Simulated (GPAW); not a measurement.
**Dielectric function and optical constants of SiC (Moissanite 3C)**

Wanted: where SiC (Moissanite 3C) starts to absorb, how strongly, and its refractive index.

Program: GPAW 26.7.0. Level of theory: DFT, PBE, plane-wave PAW (GPAW data sets), scalar-relativistic, RPA, optical limit. Results are calculated unless marked as measured.

## Step 1: Starting point

It takes space group F-43m (No. 216, cubic). Conventional cell: a = 4.358 Å, b = 4.358 Å, c = 4.358 Å, α = 90.00°, β = 90.00°, γ = 90.00°. Nearest to Si lie 4 C at 1.89 Å. Nearest to C lie 4 Si at 1.89 Å. Farther neighbours are not listed.

As a file:

```
Si C
1.0
     0.00000    2.17900    2.17900
     2.17900    0.00000    2.17900
     2.17900    2.17900    0.00000
Si C
1 1
Cartesian
  0.0000 0.0000 0.0000
  3.2685 3.2685 3.2685
```

## Step 2: Dielectric function, RPA

Local fields let the induced charge screen the field inside the cell, which as a rule lowers ε, most along directions where the density is uneven.

df.py reads:

```python
from gpaw.response.df import DielectricFunction

df = DielectricFunction('full.gpw', frequencies={'type': 'nonlinear', 'domega0': 0.03, 'omega2': 8},
                        ecut=50,
                        eta=0.12,
                        nbands=19,
                        txt='df.txt')
for direction in ['x']:
    df.get_dielectric_function(xc='RPA', direction=direction, filename=f'df_{direction}.csv')
```

The run is started by

```console
> OMP_NUM_THREADS=1 python df.py
```

Numbers of over 12 decimals in the logs are rounded to 6 here.

The log of the run:

```text
Using integrator: PointIntegrator
NonLinearFrequencyDescriptor(from 0.000 to 58.017 eV, 484 points)
Nonperiodic BCs:  [False False False]
Using integrator: PointIntegrator
NonLinearFrequencyDescriptor(from 0.000 to 58.017 eV, 484 points)
Nonperiodic BCs:  [False False False]

Calculating chi0 body with:
    Ground state adapter containing:
    Number of spins: 1
    Number of kpoints: 2744
    Number of irreducible kpoints: 104
    Number of completely occupied states: 4
    Number of partially occupied states: 4

    Linear response parametrization:
    q_c: [0.0, 0.0, 0.0]
    Number of frequency points: 484
    Planewave cutoff: 50.0
    Number of bands: 19
    Number of planewaves: 15
    Broadening (eta): 0.12

Integrating chi0 body.

Symmetries of q_c:
    Direct symmetries (Uq -> q): 24
    Indirect symmetries (TUq -> q): 24
In total 48 allowed symmetries.

104 groups of equivalent kpoints. 96.209913% reduction.

Integral kind: spectral function

Calculating chi0 optical extensions with:
    Ground state adapter containing:
    Number of spins: 1
    Number of kpoints: 2744
    Number of irreducible kpoints: 104
    Number of completely occupied states: 4
    Number of partially occupied states: 4

    Linear response parametrization:
    Number of frequency points: 484
    Planewave cutoff: 50.0
    Number of bands: 19
    Number of planewaves: 15
    Broadening (eta): 0.12
Integrating chi0 head and wings.

Symmetries of q_c:
    Direct symmetries (Uq -> q): 24
    Indirect symmetries (TUq -> q): 24
In total 48 allowed symmetries.

104 groups of equivalent kpoints. 96.209913% reduction.

Integral kind: spectral function wings
```

Elapsed: 4.8 s, on 1 thread of Arm Neoverse V1, shared host; peak memory 0.2 GiB.

Numbers from this step:

```
electronic dielectric constant ε∞, mean over x, y and z (by symmetry where fewer were run) : 6.721
main peak of Im epsilon, first axis                                                        : 6.797 eV
```

Some rows of df_x.csv (energy; Re and Im without local fields; Re and Im with them):

```text
0.000000, 7.111269, 0.000000, 6.721451, 0.000000
0.429336, 7.132737, 0.012068, 6.741152, 0.011074
0.878195, 7.202320, 0.025366, 6.804997, 0.023272
1.347938, 7.331160, 0.040929, 6.923177, 0.037534
1.840057, 7.537228, 0.060437, 7.112101, 0.055391
2.356191, 7.850728, 0.086977, 7.399301, 0.079643
2.898142, 8.326458, 0.127095, 7.834639, 0.116226
3.467895, 9.078144, 0.198290, 8.521383, 0.180977
4.067647, 10.418359, 0.379048, 9.742753, 0.344916
4.699832, 12.838645, 2.101286, 11.940621, 1.907539
5.367152, 14.723899, 5.139510, 13.639322, 4.572675
6.072622, 15.865020, 10.490065, 14.894940, 9.319026
6.819608, 5.391741, 24.977373, 5.404644, 23.389666
7.611886, 1.590933, 9.620911, 0.880144, 8.693843
8.453705, -4.993479, 15.036505, -3.092952, 13.469752
9.349861, -5.397400, 7.767319, -3.876031, 7.830303
10.305790, -5.171177, 5.470591, -4.410335, 5.742718
11.327680, -3.604421, 2.734355, -3.210324, 2.915131
12.422601, -2.697228, 2.976113, -2.101651, 3.200502
13.598673, -2.108529, 1.617055, -1.879240, 1.812215
```

The Im ε, E ∥ x has structure finer than the step of the table below, so its rows give means over 0.5 eV, whole bins alone (the curve runs from 0 to 14.0 eV). Peaks (eV: height): 6.82: 23.4, 8.33: 14.5.

Values under the direct gap are tails of Lorentzian lines. Table of Im ε, E ∥ x by photon energy; means over each step:

| photon energy (eV) | Im ε, E ∥ x |
| --- | --- |
| 0.5 | 0.0130 |
| 1.0 | 0.0269 |
| 1.5 | 0.0428 |
| 2.0 | 0.0624 |
| 2.5 | 0.0884 |
| 3.0 | 0.126 |
| 3.5 | 0.189 |
| 4.0 | 0.327 |
| 4.5 | 1.15 |
| 5.0 | 2.91 |
| 5.5 | 5.89 |
| 6.0 | 8.96 |
| 6.5 | 16.1 |
| 7.0 | 19.4 |
| 7.5 | 8.96 |
| 8.0 | 10.9 |
| 8.5 | 12.2 |
| 9.0 | 8.06 |
| 9.5 | 6.93 |
| 10.0 | 6.41 |
| 10.5 | 5.24 |
| 11.0 | 3.75 |
| 11.5 | 2.63 |
| 12.0 | 2.51 |
| 12.5 | 3.04 |
| 13.0 | 2.08 |
| 13.5 | 1.86 |

Table of Re ε, E ∥ x by photon energy:

photon energy (eV), Re ε, E ∥ x and a bar from the least value:
```
      0.0        6.7 ##################
      0.5        6.7 ##################
      1.0        6.8 ##################
      1.5        7.0 ##################
      2.0        7.2 ##################
      2.5        7.5 ###################
      3.0        7.9 ####################
      3.5        8.6 #####################
      4.0        9.6 ######################
      4.5       11.4 #########################
      5.0       12.7 ###########################
      5.5       14.5 ##############################
      6.0       14.5 ##############################
      6.5       13.6 #############################
      7.0       -0.1 #######
      7.5        0.2 #######
      8.0        2.9 ############
      8.5       -3.8 #
      9.0       -1.8 ####
      9.5       -3.6 #
     10.0       -2.1 ####
     10.5       -3.4 #
     11.0       -4.3 
     11.5       -2.9 ##
     12.0       -1.6 ####
     12.5       -2.3 ###
     13.0       -2.4 ###
     13.5       -1.9 ####
```

The refractive index n and extinction k by photon energy:

| photon energy (eV) | n | k |
| --- | --- | --- |
| 0.0 | 2.59 | 0 |
| 0.5 | 2.60 | 0.00249 |
| 1.0 | 2.61 | 0.00512 |
| 1.5 | 2.64 | 0.00808 |
| 2.0 | 2.68 | 0.0116 |
| 2.5 | 2.74 | 0.0161 |
| 3.0 | 2.82 | 0.0222 |
| 3.5 | 2.93 | 0.0318 |
| 4.0 | 3.09 | 0.0508 |
| 4.5 | 3.38 | 0.157 |
| 5.0 | 3.58 | 0.384 |
| 5.5 | 3.88 | 0.748 |
| 6.0 | 3.95 | 1.06 |
| 6.5 | 4.12 | 1.85 |
| 7.0 | 3.16 | 3.18 |
| 7.5 | 2.11 | 2.06 |
| 8.0 | 2.64 | 2.01 |
| 8.5 | 2.19 | 2.93 |
| 9.0 | 1.77 | 2.22 |
| 9.5 | 1.42 | 2.38 |
| 10.0 | 1.56 | 2.12 |
| 10.5 | 1.14 | 2.16 |
| 11.0 | 0.777 | 2.21 |
| 11.5 | 0.698 | 1.83 |
| 12.0 | 0.781 | 1.48 |
| 12.5 | 0.901 | 1.76 |
| 13.0 | 0.578 | 1.65 |
| 13.5 | 0.606 | 1.52 |

The Im ε, E ∥ x has structure finer than the step of the table below, so its rows give means over 0.5 eV, whole bins alone (the curve runs from 0 to 14.0 eV). Peaks (eV: height): without local fields 6.82: 25.0, 8.33: 17.0; with local fields 6.82: 23.4, 8.33: 14.5.

Values under the direct gap are tails of Lorentzian lines. Im ε, E ∥ x against photon energy; means over each step:

| photon energy (eV) | without local fields | with local fields |
| --- | --- | --- |
| 0.5 | 0.0141 | 0.0130 |
| 1.0 | 0.0293 | 0.0269 |
| 1.5 | 0.0467 | 0.0428 |
| 2.0 | 0.0681 | 0.0624 |
| 2.5 | 0.0966 | 0.0884 |
| 3.0 | 0.138 | 0.126 |
| 3.5 | 0.207 | 0.189 |
| 4.0 | 0.359 | 0.327 |
| 4.5 | 1.26 | 1.15 |
| 5.0 | 3.24 | 2.91 |
| 5.5 | 6.61 | 5.89 |
| 6.0 | 10.0 | 8.96 |
| 6.5 | 17.4 | 16.1 |
| 7.0 | 20.5 | 19.4 |
| 7.5 | 9.74 | 8.96 |
| 8.0 | 13.0 | 10.9 |
| 8.5 | 13.6 | 12.2 |
| 9.0 | 9.10 | 8.06 |
| 9.5 | 6.97 | 6.93 |
| 10.0 | 6.54 | 6.41 |
| 10.5 | 5.07 | 5.24 |
| 11.0 | 3.44 | 3.75 |
| 11.5 | 2.49 | 2.63 |
| 12.0 | 2.57 | 2.51 |
| 12.5 | 2.81 | 3.04 |
| 13.0 | 1.90 | 2.08 |
| 13.5 | 1.68 | 1.86 |

The reflectivity at normal incidence, E ∥ x has structure finer than the step of the table below, so its rows give means over 0.5 eV, whole bins alone (the curve runs from 0 to 14.0 eV). Peaks (eV: height): 7.15: 57.5, 8.64: 55.5, 9.42: 51.6, 10.31: 55.2, 11.03: 61.4, 13.00: 55.6.

Reflectivity at normal incidence, E ∥ x against photon energy; means over each step:

| photon energy (eV) | reflectivity at normal incidence, E ∥ x (%) |
| --- | --- |
| 0.5 | 19.7 |
| 1.0 | 19.9 |
| 1.5 | 20.3 |
| 2.0 | 20.9 |
| 2.5 | 21.6 |
| 3.0 | 22.7 |
| 3.5 | 24.1 |
| 4.0 | 26.2 |
| 4.5 | 29.5 |
| 5.0 | 32.2 |
| 5.5 | 35.7 |
| 6.0 | 38.6 |
| 6.5 | 45.2 |
| 7.0 | 54.6 |
| 7.5 | 41.8 |
| 8.0 | 39.6 |
| 8.5 | 52.3 |
| 9.0 | 47.1 |
| 9.5 | 50.5 |
| 10.0 | 46.3 |
| 10.5 | 52.3 |
| 11.0 | 58.5 |
| 11.5 | 54.9 |
| 12.0 | 43.8 |
| 12.5 | 46.4 |
| 13.0 | 53.2 |
| 13.5 | 50.1 |

At chosen wavelengths:

| wavelength (nm) | n | k | R (%) | 1/α |
| --- | --- | --- | --- | --- |
| 1550 | 2.61 | 0.004 | 19.8 | 30 µm |
| 1064 | 2.62 | 0.006 | 20.0 | 14 µm |
| 633 | 2.68 | 0.011 | 20.8 | 4.5 µm |
| 532 | 2.72 | 0.014 | 21.3 | 2.9 µm |
| 450 | 2.78 | 0.019 | 22.1 | 1.9 µm |
| 365 | 2.90 | 0.029 | 23.8 | 989 nm |
| 308 | 3.10 | 0.052 | 26.3 | 468 nm |

Below the direct gap, k and the depth come from the tails of the Lorentzian lines, not from transitions.

Rows near the edge hang on the gap, which this functional as a rule makes too small, and phonon-assisted absorption is left out.

## Step 3: What came out

- electronic dielectric constant ε∞, mean over x, y and z (by symmetry where fewer were run) (RPA): 6.72
- main peak of Im epsilon, first axis: 6.80 eV

In words: At this level (PBE, RPA) SiC has ε∞ = 6.72 and n = 2.61 at 1550 nm, and Im ε peaks at 6.8 eV. Local fields change the static value along x from 7.11 to 6.72 (-5 %). Distinct maxima of Im ε, read by a parabola through the highest points, lie at 6.80 eV (23), 8.32 eV (15), 9.17 eV (8.9) and 10.12 eV (7.2). Excitons and phonon-assisted transitions are missing; PBE gaps are as a rule too small, which pulls the onset down and ε∞ up. The sum runs over mesh points, so small or evenly spaced maxima can still be ripples of the mesh.

[Machine, clock and banner lines and Python warnings are left out of the logs.]

[Logs are printed without paths, hosts, clocks, repeated set-up lines and the standing remarks that a program may print on its own settings, such as how far it seeks lower states.]

[Hosts, paths, dates, database ids (printed as entryN), source tags and the programs' standing remarks are cut or masked in the printed files.]
